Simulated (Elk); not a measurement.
# TaN: optical spectrum from first principles

Aim: the dielectric function of TaN, and the optical constants that follow from it.

Main program and level: Elk 11.2.3 (patched build); DFT, PBE, all-electron APW+lo, Dirac cores, scalar-relativistic bands, independent-particle optical response without local fields.

## 1. The starting structure

The structure is cubic, space group Fm-3m (No. 225). Conventional cell: a = 4.358 Å, b = 4.358 Å, c = 4.358 Å, α = 90.00°, β = 90.00°, γ = 90.00°. Nearest to Ta lie 6 N at 2.18 Å. Nearest to N lie 6 Ta at 2.18 Å. Farther neighbours, and contacts between anions beyond the nearest, are not listed.

## 2. Ground state

The self-consistent density comes first; it also tells whether there is a gap, which decides the occupations and the need for a Drude term.

This step: DFT, PBE, all-electron APW+lo, Dirac cores, scalar-relativistic bands, ground state (Elk 11.2.3 (patched build)).

Contents of elk.in:

```
tasks
  0
  120

xctype
  20

nempty
  14

lorbcnd
  .true.

rgkmax
  7.0

swidth
  0.0018375

maxscl
  100

epsengy
  1e-05

sppath
  './'

avec
  0.000000000000 4.117713225560 4.117713225560
  4.117713225560 0.000000000000 4.117713225560
  4.117713225560 4.117713225560 0.000000000000

atoms
  2
  'Ta.in'
  1
  0.500000000000 0.500000000000 0.500000000000   0.000 0.000 0.000
  'N.in'
  1
  0.000000000000 0.000000000000 0.000000000000   0.000 0.000 0.000

ngridk
  14 14 14
```

Command:

```
> OMP_NUM_THREADS=4 elk
```

The program printed:

```text
┌─────────────────────────┐
│ Elk code version 11.2.3 │
└─────────────────────────┘

All units are atomic (Hartree, Bohr, etc.)

┌─────────────────────────────────────────────────┐
│ Ground-state run starting from atomic densities │
└─────────────────────────────────────────────────┘

Lattice vectors :
   0.000000000       4.117713226       4.117713226
   4.117713226       0.000000000       4.117713226
   4.117713226       4.117713226       0.000000000

Reciprocal lattice vectors :
 -0.7629459560      0.7629459560      0.7629459560
  0.7629459560     -0.7629459560      0.7629459560
  0.7629459560      0.7629459560     -0.7629459560

Unit cell volume      :    139.6362855
Brillouin zone volume :    1.776402262

Muffin-tin inner radius fraction :   0.1000000000E-01

Nuclei treated as point charges

Species : 1 (Ta)
 parameters loaded from : Ta.in
 name : tantalum
 nuclear charge    :   -73.00000000
 electronic charge :    73.00000000
 atomic mass :    329847.8435
 muffin-tin radius :    2.475999355
 number of radial points in muffin-tin :   1393
 inner part over the whole radius :   0.9922886750E-02
 number on inner part of muffin-tin    :    996
 approximate nuclear radius :   0.1005189763E-03
 number of mesh points to nuclear radius :    523
 atomic positions (lattice), magnetic fields (Cartesian) :
  1 :   0.00000000  0.00000000  0.00000000    0.00000000  0.00000000  0.00000000

Species : 2 (N)
 parameters loaded from : N.in
 name : nitrogen
 nuclear charge    :   -7.000000000
 electronic charge :    7.000000000
 atomic mass :    25532.65216
 muffin-tin radius :    1.591713871
 number of radial points in muffin-tin :    593
 inner part over the whole radius :   0.9815181303E-02
 number on inner part of muffin-tin    :    405
 approximate nuclear radius :   0.4939692610E-04
 number of mesh points to nuclear radius :    171
 atomic positions (lattice), magnetic fields (Cartesian) :
  1 :   0.50000000  0.50000000  0.50000000    0.00000000  0.00000000  0.00000000

Total number of atoms per unit cell :    2
Total muffin-tin volume :    80.47497808
 ratio of muffin-tin to unit cell volume :   0.5763185249

Spin treatment :
 spin-unpolarised

Number of Bravais lattice symmetries :   48
Number of crystal symmetries         :   48
Crystal has inversion symmetry
Real symmetric eigensolver will be used

k-point grid :     14    14    14
k-point offset :    0.000000000       0.000000000       0.000000000
k-point set is reduced with full crystal symmetry group
Total number of k-points :      104

Muffin-tin radius times maximum |G+k| :    7.000000000
 using average radius
Maximum |G+k| for APW functions       :    3.441737218
Maximum (1/2)|G+k|²                   :    5.922777538
Maximum |G| for potential and density :    12.00000000
Constant for pseudocharge density :    7
 order of it for each species :   14  14
 order of it for pair densities of each species (exact exchange by exxq0 0: 14) :   14   4
Radial integration step length :    1

G-vector grid sizes :     24    24    24
Number of G-vectors :     4015

Maximum angular momentum used for
 APW functions            :    8
 outer part of muffin-tin :    6
 inner part of muffin-tin :    2

Total nuclear charge    :   -80.00000000
Total core charge       :    48.00000000
Total valence charge    :    32.00000000
Total excess charge     :    0.000000000
Total electronic charge :    80.00000000

Effective Wigner radius, rₛ :   0.7469185242

Number of empty states         :     28
Total number of valence states :     45
Total number of core states    :     48

Conduction state local-orbitals added automatically
Third-order local-orbitals added for an l without core states : F
Total number of local-orbitals :    130

Exchange-correlation functional :     20     0     0
 Perdew-Burke-Ernzerhof, Phys. Rev. Lett. 77, 3865 (1996)
 gradient requirement :    1
 generalised gradient approximation (GGA)

Smearing type :    3
 Fermi-Dirac
Smearing width :   0.1837500000E-02
Effective electronic temperature (K) :    580.2366081

Mixing type :    3
 Broyden mixing, J. Phys. A: Math. Gen. 17, L317 (1984)

Kohn-Sham potential initialised from atomic data

┌──────────────────────────────┐
│ Self-consistent loop started │
└──────────────────────────────┘

┌─────────────────┐
│ Loop number : 1 │
└─────────────────┘

Energies :
 Fermi                       :     0.422057
 sum of occupied eigenvalues :     -9583.1428506634
 electron kinetic            :      17591.641950921
 core electron kinetic       :      16997.501368574
 Coulomb                     :     -32948.527450423
 Coulomb potential           :     -26757.253516128
 nuclear-nuclear             :     -1564.6485399175
 electron-nuclear            :     -36044.156537119
 Hartree                     :      4660.2776266136
 Madelung                    :     -19569.900692359
 xc potential                :     -417.53128545687
 exchange                    :     -319.82800217572
 correlation                 :     -4.678329
 electron entropic           :    -0.241310E-03
 total energy                :     -15681.392072453

Density of states at Fermi energy :    22.56090767
 (states/Hartree/unit cell)

Estimated indirect band gap :   0.8334518181E-03
 from k-point 11 to k-point 96
Estimated direct band gap   :   0.1218672087E-01
 at k-point 96

Charges :
 core                        :    48.00000000
 valence                     :    32.00000000
 interstitial                :    2.886809556
 muffin-tins (core leakage)
  species : 1 (Ta)
   atom 1                    :    70.44798684     (  0.2079730606E-05)
  species : 2 (N)
   atom 1                    :    6.665203604     (  0.1415939974E-05)
 total in muffin-tins        :    77.11319044
 total calculated charge     :    79.99916707
 total charge                :    80.00000000
 error                       :   0.8329278509E-03

┌─────────────────┐
│ Loop number : 2 │
└─────────────────┘

Energies :
 Fermi                       :     0.423554
 sum of occupied eigenvalues :     -9583.1977137426
 electron kinetic            :      17591.573161505
 core electron kinetic       :      16997.324583722
 Coulomb                     :     -32948.726225193
 Coulomb potential           :     -26756.981359623
 nuclear-nuclear             :     -1564.6485399175
 electron-nuclear            :     -36044.826373474
 Hartree                     :      4660.7486881984
 Madelung                    :     -19570.235545382
 xc potential                :     -417.78951562481
 exchange                    :     -319.83178628344
 correlation                 :     -4.678790
 electron entropic           :    -0.240012E-03
 total energy                :     -15681.663879689

Density of states at Fermi energy :    22.43169671
 (states/Hartree/unit cell)

Estimated indirect band gap :   0.1420084253E-02
 from k-point 11 to k-point 96
Estimated direct band gap   :   0.1213596919E-01
 at k-point 96

Charges :
 core                        :    48.00000000
 valence                     :    32.00000000
 interstitial                :    2.890514266
 muffin-tins (core leakage)
  species : 1 (Ta)
   atom 1                    :    70.46143644     (  0.2074755976E-05)
  species : 2 (N)
   atom 1                    :    6.648049297     (  0.1418620575E-05)
 total in muffin-tins        :    77.10948573
 total calculated charge     :    79.99917339
 total charge                :    80.00000000
 error                       :   0.8266127940E-03

RMS change in Kohn-Sham potential (target) :    1.529041484     (  0.1000000000E-05)
Absolute change in total energy (target)   :   0.2718072357     (  0.1000000000E-04)

[... 14 loops left out ...]

┌──────────────────┐
│ Loop number : 17 │
└──────────────────┘

Energies :
 Fermi                       :     0.597863
 sum of occupied eigenvalues :     -9574.2039588580
 electron kinetic            :      17596.868662979
 core electron kinetic       :      16997.359451095
 Coulomb                     :     -32953.185124319
 Coulomb potential           :     -26746.522235399
 nuclear-nuclear             :     -1564.6485399175
 electron-nuclear            :     -36064.363057751
 Hartree                     :      4675.8264733493
 Madelung                    :     -19579.924006619
 xc potential                :     -424.55038643826
 exchange                    :     -319.92059222064
 correlation                 :     -4.694125
 electron entropic           :    -0.233755E-03
 total energy                :     -15680.931412388

Density of states at Fermi energy :    20.28433830
 (states/Hartree/unit cell)

Estimated indirect band gap :   0.3242968701E-02
 from k-point 18 to k-point 5
Estimated direct band gap   :   0.5860497548E-02
 at k-point 30

Charges :
 core                        :    48.00000000
 valence                     :    32.00000000
 interstitial                :    2.960440693
 muffin-tins (core leakage)
  species : 1 (Ta)
   atom 1                    :    71.00366177     (  0.1932717559E-05)
  species : 2 (N)
   atom 1                    :    6.035897539     (  0.1465085765E-05)
 total in muffin-tins        :    77.03955931
 total calculated charge     :    79.99940896
 total charge                :    80.00000000
 error                       :   0.5910400661E-03

RMS change in Kohn-Sham potential (target) :   0.6793373409E-07 (  0.1000000000E-05)
Absolute change in total energy (target)   :   0.7951948646E-05 (  0.1000000000E-04)

Convergence targets achieved

┌──────────────────┐
│ Loop number : 18 │
└──────────────────┘

Energies :
 Fermi                       :     0.597863
 sum of occupied eigenvalues :     -9574.2039595757
 electron kinetic            :      17596.868661970
 core electron kinetic       :      16997.359450095
 Coulomb                     :     -32953.185124254
 Coulomb potential           :     -26746.522234772
 nuclear-nuclear             :     -1564.6485399175
 electron-nuclear            :     -36064.363058334
 Hartree                     :      4675.8264739971
 Madelung                    :     -19579.924006868
 xc potential                :     -424.55038677350
 exchange                    :     -319.92059223307
 correlation                 :     -4.694125
 electron entropic           :    -0.233755E-03
 total energy                :     -15680.931413344

Density of states at Fermi energy :    20.28433956
 (states/Hartree/unit cell)

Estimated indirect band gap :   0.3242968653E-02
 from k-point 18 to k-point 5
Estimated direct band gap   :   0.5860496155E-02
 at k-point 30

Charges :
 core                        :    48.00000000
 valence                     :    32.00000000
 interstitial                :    2.960440664
 muffin-tins (core leakage)
  species : 1 (Ta)
   atom 1                    :    71.00366180     (  0.1932718781E-05)
  species : 2 (N)
   atom 1                    :    6.035897536     (  0.1465086386E-05)
 total in muffin-tins        :    77.03955934
 total calculated charge     :    79.99940896
 total charge                :    80.00000000
 error                       :   0.5910400796E-03

┌──────────────────────────────┐
│ Self-consistent loop stopped │
└──────────────────────────────┘

Wrote STATE.OUT
```

It took 20 s on 4 threads of Arm Neoverse V1, shared host; peak memory 0.11 GiB; 64 s of CPU time.

Read-outs:

```
total energy           : -15681 Ha
Fermi energy           : 16.27 eV
DOS at the Fermi level : 0.7454 states/eV/cell
```

There are states at the Fermi level within the smearing, so the occupations stay smeared and the carriers get a Drude term.

## 3. Independent particles

With the density converged, the vertical transitions are summed over the zone.

This step: DFT, PBE, all-electron APW+lo, Dirac cores, scalar-relativistic bands, independent-particle optical response without local fields (Elk 11.2.3 (patched build)).

elk.in: that of step 2 with these lines changed.

```diff
@@ -1,4 +1,9 @@
 tasks
-  0
-  120
+  121
+
+optcomp
+  1 1
+
+intraband
+  .true.
 
@@ -17,9 +22,7 @@
 swidth
-  0.0018375
+  0.0073499
 
-maxscl
-  100
-
-epsengy
-  1e-05
+wplot
+  400 100 0
+  0.0 0.80849
```

Command:

```
> OMP_NUM_THREADS=4 elk
```

The program printed:

```text
┌─────────────────────────────────┐
│ Elk code version 11.2.3 started │
└─────────────────────────────────┘

Info(readinput): the functional depends on the density's gradient
 muffin-tin radial points multiplied by    2.00000
 (not where nrmtscf is given)

┌────────────────────┐
│ Current task : 121 │
└────────────────────┘
Info(checkmt): changed muffin-tin radius of species 1 (Ta) from   2.8000 to   2.4760
Info(checkmt): changed muffin-tin radius of species 2 (N) from   1.8000 to   1.5917

Info(findsymcrys): atomic basis shift (lattice) :
  0.5000000000      0.5000000000      0.5000000000
See GEOMETRY.OUT for new atomic positions

Info(dielectric):
 dielectric tensor written to EPSILON_ij.OUT
 optical conductivity written to SIGMA_ij.OUT
 plasma frequency written to PLASMA_ij.OUT
 for components
  i = 1, j = 1

┌──────────────────┐
│ Elk code stopped │
└──────────────────┘
```

Elapsed: 4.9 s, on 4 threads; peak memory 0.04 GiB; 19 s of CPU time.

Read-outs:

```
Drude plasma energy, first axis : 10.28 eV
```

Sum at mesh points, not converged in k. Table of Im ε, E ∥ x by photon energy; read off at these points:

photon energy (eV), Im ε, E ∥ x and a bar:
```
      0.5        326 ##############################
      1.0         46 ####
      1.5         18 ##
      2.0         11 #
      2.5          6 
      3.0          3 
      3.5          3 
      4.0          3 
      4.5          4 
      5.0          5 
      5.5          5 
      6.0          5 
      6.5          7 #
      7.0          7 #
      7.5          7 #
      8.0          6 #
      8.5          8 #
      9.0          7 #
      9.5          7 #
     10.0          7 #
     10.5          6 #
     11.0          6 
     11.5          6 
     12.0          6 
     12.5          4 
     13.0          3 
     13.5          2 
     14.0          2 
     14.5          2 
     15.0          2 
     15.5          1 
     16.0          2 
     16.5          1 
     17.0          1 
     17.5          1 
     18.0          1 
     18.5          1 
     19.0          1 
     19.5          1 
     20.0          1 
     20.5          2 
     21.0          1 
     21.5          1
```

Values under 1 per cm are given as 1; sum at mesh points, not converged in k. The absorption coefficient, E ∥ x by photon energy:

| photon energy (eV) | absorption coefficient, E ∥ x (1/cm) |
| --- | --- |
| 0.99 | 1.2e6 |
| 1.98 | 1.2e6 |
| 3.03 | 1.1e6 |
| 4.02 | 8.0e5 |
| 5.01 | 6.8e5 |
| 6.00 | 7.5e5 |
| 6.99 | 1.2e6 |
| 7.98 | 1.2e6 |
| 9.02 | 1.7e6 |
| 10.01 | 1.9e6 |
| 11.00 | 2.1e6 |
| 11.99 | 2.6e6 |
| 12.98 | 2.6e6 |
| 14.03 | 2.2e6 |
| 15.02 | 2.0e6 |
| 16.01 | 1.8e6 |
| 17.00 | 1.6e6 |
| 17.99 | 1.8e6 |
| 18.98 | 1.7e6 |
| 20.02 | 1.3e6 |
| 21.01 | 1.6e6 |

Sum at mesh points, not converged in k. Loss function −Im 1/ε at q → 0, E ∥ x against energy loss; read off at these points:

| energy loss (eV) | loss function −Im 1/ε at q → 0, E ∥ x |
| --- | --- |
| 0.50 | 9.9e-4 |
| 1.00 | 0.00205 |
| 1.50 | 0.00460 |
| 2.00 | 0.00853 |
| 2.50 | 0.0130 |
| 3.00 | 0.0223 |
| 3.50 | 0.0706 |
| 4.00 | 0.159 |
| 4.50 | 0.259 |
| 4.68 | 0.286 |
| 5.00 | 0.192 |
| 5.50 | 0.188 |
| 6.00 | 0.148 |
| 6.50 | 0.124 |
| 7.00 | 0.135 |
| 7.50 | 0.125 |
| 8.00 | 0.142 |
| 8.50 | 0.123 |
| 9.00 | 0.145 |
| 9.50 | 0.147 |
| 10.00 | 0.144 |
| 10.50 | 0.151 |
| 11.00 | 0.167 |
| 11.50 | 0.161 |
| 12.00 | 0.143 |
| 12.50 | 0.140 |
| 13.00 | 0.157 |
| 13.50 | 0.215 |
| 14.00 | 0.247 |
| 14.50 | 0.294 |
| 15.00 | 0.347 |
| 15.50 | 0.460 |
| 16.00 | 0.552 |
| 16.50 | 0.574 |
| 17.00 | 0.711 |
| 17.16 | 0.731 |
| 17.50 | 0.691 |
| 18.00 | 0.654 |
| 18.50 | 0.885 |
| 19.00 | 0.784 |
| 19.42 | 0.996 |
| 19.50 | 0.990 |
| 20.00 | 0.795 |
| 20.50 | 0.651 |
| 21.00 | 0.767 |
| 21.50 | 0.678 |

Sum at mesh points, not converged in k. Table of reflectivity at normal incidence, E ∥ x by photon energy; read off at these points:

| photon energy (eV) | reflectivity at normal incidence, E ∥ x (%) |
| --- | --- |
| 0.50 | 95.2 |
| 1.00 | 95.1 |
| 1.50 | 93.0 |
| 2.00 | 90.5 |
| 2.50 | 89.1 |
| 3.00 | 86.3 |
| 3.50 | 71.6 |
| 4.00 | 53.0 |
| 4.50 | 31.3 |
| 5.00 | 25.2 |
| 5.50 | 25.5 |
| 6.00 | 24.6 |
| 6.50 | 29.1 |
| 7.00 | 31.6 |
| 7.50 | 33.0 |
| 8.00 | 30.0 |
| 8.50 | 35.7 |
| 9.00 | 36.2 |
| 9.50 | 36.4 |
| 10.00 | 37.2 |
| 10.50 | 38.9 |
| 11.00 | 38.4 |
| 11.50 | 39.8 |
| 12.00 | 45.7 |
| 12.50 | 52.7 |
| 13.00 | 55.3 |
| 13.15 | 55.9 |
| 13.50 | 52.3 |
| 14.00 | 49.0 |
| 14.50 | 48.9 |
| 15.00 | 44.1 |
| 15.50 | 40.3 |
| 16.00 | 31.1 |
| 16.50 | 34.9 |
| 17.00 | 26.5 |
| 17.50 | 22.4 |
| 18.00 | 26.7 |
| 18.50 | 21.0 |
| 19.00 | 23.2 |
| 19.50 | 16.5 |
| 20.00 | 10.7 |
| 20.50 | 15.0 |
| 21.00 | 15.1 |
| 21.50 | 14.9 |

At chosen wavelengths:

| wavelength (nm) | n | k | R (%) | 1/α |
| --- | --- | --- | --- | --- |
| 800 | 1.14 | 7.608 | 92.7 | 8.4 nm |
| 532 | 0.73 | 4.972 | 89.5 | 8.5 nm |
| 450 | 0.60 | 4.001 | 87.2 | 9.0 nm |
| 405 | 0.49 | 3.352 | 85.5 | 9.6 nm |
| 365 | 0.58 | 2.695 | 76.2 | 11 nm |
| 308 | 0.87 | 1.940 | 52.2 | 13 nm |
| 248 | 1.79 | 1.336 | 25.2 | 15 nm |

In reflection the computed colour is near white: x = 0.315, y = 0.332, luminous reflectivity 90 %.

## 4. Outcome

```
Drude plasma energy, first axis : 10.3 eV
```

In words: At this level (PBE, independent particles) TaN is a metal with a Drude plasma energy of 10.3 eV. The mesh is too coarse to trust the carriers' weight, the reflectivity or the colour to better than tens of per cent. Along x the bare Drude plasma energy is 10.3 eV; Re ε first rises through zero at 4.65 eV, far lower, because interband transitions screen the carriers. Im ε is 3.5 there, so the loss peak at that energy is weak. In reflection the computed colour is near white: x = 0.315, y = 0.332, luminous reflectivity 90 %. The carriers' damping of 0.2 eV is typed, not computed; at 0.8 eV the carriers give 44 % of Im ε, the rest is interband. Spin-orbit coupling is left out although heavy atoms are present. The sum runs over mesh points 0.18 Å⁻¹ apart with no interpolation, so peaks are partly noise of the mesh, and the Drude plasma energy, a sum over the Fermi surface, isn't converged.

[Long decimals in the printed logs are rounded to 6 places.]

[Machine, clock and banner lines and Python warnings are left out of the logs.]

[Logs are printed without paths, hosts, clocks, repeated set-up lines and the standing remarks that a program may print on its own settings, such as how far it seeks lower states.]

[Hosts, paths, dates, database ids (printed as entryN), source tags and the programs' standing remarks are cut or masked in the printed files.]

[Where Elk ran, warnings of its patched build on accuracy (core leakage, angular cutoffs, spin-orbit splittings, empty states, lower magnetic states) are left out.]

[Where the starting crystal was built by hand or by swapping elements, it need not be the compound's stable phase.]

[The count of steps not shown may lack steps that the program refused or didn't finish.]
